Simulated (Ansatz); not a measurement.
# What SbP (model cell, started as zinc blende) distorts into, part 3 of 3

Aim: this structure of SbP (model cell, started as zinc blende) is to be tested for unstable modes, and one is followed downhill.

Ansatz 0.2.0; DFT LDA, scalar-relativistic, plane waves, PAW.

So far. Step 4 (The mode frozen in, largest atomic shift 0.6 Å): The run ends at a pressure of -1.32 GPa, with forces up to 0.58 eV/Å. Step 5 (Energy along the mode, all amplitudes (two of the runs …): The lowest of the steps tried is the last one, at 0.6 Å, 52.0 meV/atom below the parent; the bottom of the well need not coincide with a step.

The structure was built from a prototype and need not be the compound's stable phase.

## (6) Relaxation from the frozen mode (continued)

Relaxation path (22 of 23):

```tsv
step	energy less that of the first step (eV)	largest force component (eV/Å)	pressure (GPa)	volume (Å³)
1	0.0000	0.4888	-1.32	233.47
2	-0.3968	0.3962	0.15	221.79
3	-0.6829	0.2264	-0.70	218.20
4	-0.8692	0.1629	0.00	209.18
5	-1.0468	0.0730	-0.40	203.14
6	-1.2089	0.1265	-0.08	193.66
7	-1.2777	0.1605	-0.04	185.97
8	-1.4688	0.1393	0.11	185.50
9	-1.6623	0.3562	0.51	179.28
10	-2.0318	0.4518	0.41	174.91
11	-2.2023	0.9828	0.84	171.38
13	-2.5603	0.0334	-0.40	172.44
14	-1.9621	0.5344	-3.80	185.35
15	-2.5782	0.0417	0.15	171.30
16	-2.5802	0.0064	-0.01	171.45
17	-2.5806	0.0034	-0.01	171.42
18	-2.5807	0.0018	0.04	171.31
19	-2.5807	0.0020	-0.02	171.43
20	-2.5807	0.0004	0.00	171.39
21*	-2.5855	0.0004	0.05	171.39
22	-2.5856	0.0003	0.00	171.45
23*	-2.5856	0.0002	0.00	171.45
```

Relaxation steps marked * repeat the geometry before them on a plane-wave basis chosen anew for their cell, so energy and pressure can jump there. Other such steps can lie between the rows shown. Relaxation step 14 was tried and not accepted.

The run keeps the 4 symmetry operations that it works with, so distortions that break them were not tested.

```tsv
cell as run	before	after	change
a (Å)	4.354	3.831	-12.0 %
b (Å)	4.354	3.831	-12.0 %
c (Å)	12.315	13.485	+9.5 %
γ (°)	90.00	60.00	-33.3 %
volume (Å³/atom)	29.18	21.43	-26.6 %
```

The atoms that moved most (Å, as changes of fractional coordinates times the final cell):

```tsv
atom	dx	dy	dz	length
Sb4	-0.047	-0.799	-0.370	0.882
Sb2	0.047	0.799	-0.370	0.882
Sb3	-0.047	0.799	0.370	0.882
Sb1	0.047	-0.799	0.370	0.882
P8	0.000	0.000	0.460	0.460
P7	0.000	0.000	-0.460	0.460
P5	0.000	-0.107	0.000	0.107
P6	0.000	0.107	0.000	0.107
```

Numbers from this step:

| Property | Result |
| --- | --- |
| pressure | 0.003352 GPa |
| volume per atom | 21.43 Å³ |

The distorted start has space group C222_1; the relaxation ends in P6_3/mmc.

## (7) The new phase in its own primitive cell

The relaxed structure is symmetrised, reduced to its primitive cell and relaxed tightly, as its phonons need.

File input.yaml:

```yaml
crystal:
  lattice:
    - [3.8314754388, 0.0, 0.0]
    - [-1.9157377194, 3.318155064, 0.0]
    - [0.0, 0.0, 13.4853459397]
  atoms:
    - { symbol: Sb, position: [0.3333333333, 0.6666666667, 0.8784954689] }
    - { symbol: Sb, position: [0.6666666667, 0.3333333333, 0.3784954689] }
    - { symbol: Sb, position: [0.3333333333, 0.6666666667, 0.6215045311] }
    - { symbol: Sb, position: [0.6666666667, 0.3333333333, 0.1215045311] }
    - { symbol: P, position: [0.0, 0.0, 0.5] }
    - { symbol: P, position: [0.0, 0.0, 0.0] }
    - { symbol: P, position: [0.3333333333, 0.6666666667, 0.25] }
    - { symbol: P, position: [0.6666666667, 0.3333333333, 0.75] }
kpoints:
  mp_grid: { grid: [9, 9, 4] }
hamiltonian:
  xc: lda
scf:
  occupations: { method: methfessel_paxton, width: 0.15 }
output:
  forces: true
  stress: true
  eigenvalues: true
relax:
  adjacent_minimum: "off"
  f_tol: 0.001
  max_steps: 60
  cell: { stress_tol: 0.01 }
```

Command:

```console
ansatz run input.yaml --threads 4 --pin off --max-ram 7168MiB --backend cpu --events-out ev --progress --plain --runs-dir out
```

Numbers of over 12 decimals in the logs are rounded to 6 here.

Log:

```text
[...]
Crystal: 8 atoms, lattice volume = 171.445 Å³
Basis set: ecut = 420 eV, 3321 PW (Γ)
Bands: 48, of which v1, the nominal top of the filled ones, is band 40 counted from 1 (39 counted from 0)
Symmetry: 24 space group operations
[...]
k-points: 36 of 324
[...]
- [0.0, 0.0, 13.450429]
  atoms:
    - { symbol: Sb, position: [0.333333, 0.666667, 0.878642] }
    - { symbol: Sb, position: [0.666667, 0.333333, 0.378642] }
    - { symbol: Sb, position: [0.333333, 0.666667, 0.621358] }
    - { symbol: Sb, position: [0.666667, 0.333333, 0.121358] }
    - { symbol: P, position: [0, 0, 0.5] }
    - { symbol: P, position: [0, 0, 0] }
    - { symbol: P, position: [0.333333, 0.666667, 0.25] }
    - { symbol: P, position: [0.666667, 0.333333, 0.750000] }
[key lines of the parts left out:]
SCF converged after 6 iterations
Free energy (F): -28245.910558 eV
Fermi energy:    10.722763 eV
P = ⅓ Tr σ = 0.0011 GPa (0.011 kbar)
```

Elapsed: 20 s, on 4 threads of Arm Neoverse V2, shared host; peak memory 0.64 GiB; 78 s of CPU time.

The steps of the relaxation:

```tsv
step	energy less that of the first step (eV)	largest force component (eV/Å)	pressure (GPa)	volume (Å³)
1	0.0000	0.0154	0.09	171.44
2	-0.0001	0.0342	-0.09	171.98
3	-0.0004	0.0071	0.02	171.79
4	-0.0004	0.0001	0.00	171.80
5*	-0.0005	0.0001	0.00	171.80
```

Relaxation steps marked * repeat the geometry before them on a plane-wave basis chosen anew for their cell, so energy and pressure can jump there.

Forces are held to the 24 operations that the run works with; a distortion that breaks them can't arise in this run.

```tsv
conventional cell, symmetrised	before	after	change
a (Å)	3.831	3.840	+0.2 %
b (Å)	3.831	3.840	+0.2 %
c (Å)	13.485	13.450	-0.3 %
volume (Å³/atom)	21.43	21.47	+0.2 %
```

Final coordinates:

```xyz
8
Lattice="3.8404 0.0000 0.0000 -1.9202 3.3259 0.0000 0.0000 0.0000 13.4504" Properties=species:S:1:pos:R:3 pbc="T T T"
Sb    0.0000    2.2172   11.8181
Sb    1.9202    1.1086    5.0929
Sb    0.0000    2.2172    8.3575
Sb    1.9202    1.1086    1.6323
P     0.0000    0.0000    6.7252
P     0.0000    0.0000    0.0000
P     0.0000    2.2172    3.3626
P     1.9202    1.1086   10.0878
```

Numbers from this step:

* pressure: 0.001087 GPa
* volume per atom: 21.47 Å³

The largest force component left is 0.14 meV/Å and the pressure is 0.001 GPa, within the tolerances set. The cell now holds 21.47 Å³/atom.

## (8) Summary of results

```yaml
unstable_mode_of_the_parent: q = (0, 0.25, 0.25), 67i cm⁻¹
depth_at_the_lowest_point_sampled: 52.0 meV/atom
largest_atomic_shift_at_that_point: 0.6 Å
space_group_reached_within_0p01_a: P6_3/mmc
energy_gained_over_the_parent_first_relaxation_on_the_mesh_of_the_frozen_mode: 376 meV/atom
volume_per_atom_phase_reached: 21.5 Å³
```

What this shows: Along this mode the structure falls into P6_3/mmc, 376 meV/atom below the parent. At the parent's cell the well is 52.05 meV/atom deep on the steps tried, with its lowest point at a shift of 0.6 Å. That is the last step tried, so the steps alone don't bracket the bottom of the well. Relaxing atoms and cell changes the gain by +323.53 meV/atom against the lowest step (energies at zero smearing). Most of the total comes from this relaxation. The modes of the phase reached were not computed on this path. Of the 3 patterns followed to their end from this parent, this one reaches the lowest energy. Each path keeps the symmetry of its pattern, so a lower phase may lie along a pattern not tried. With no gap, or one that is small against the smearing, the frequencies hang on the k mesh and the smearing, most of all near Kohn anomalies. The volume moved by more than a tenth on the k mesh of the start, so the energy gain is rough. Spin-orbit coupling is left out, which can matter for the heavy elements here. A phonon run warned that its eigensolver left some bands unconverged in a pass. The starting cell was built on a prototype and not taken from a measurement, so the phase need not exist.

[Logs are printed without paths, hosts, clocks, repeated set-up lines and the standing remarks that a program may print on its own settings, such as how far it seeks lower states.]

[Hosts, paths, dates, database ids (printed as entryN), source tags and the programs' standing remarks are cut or masked in the printed files.]
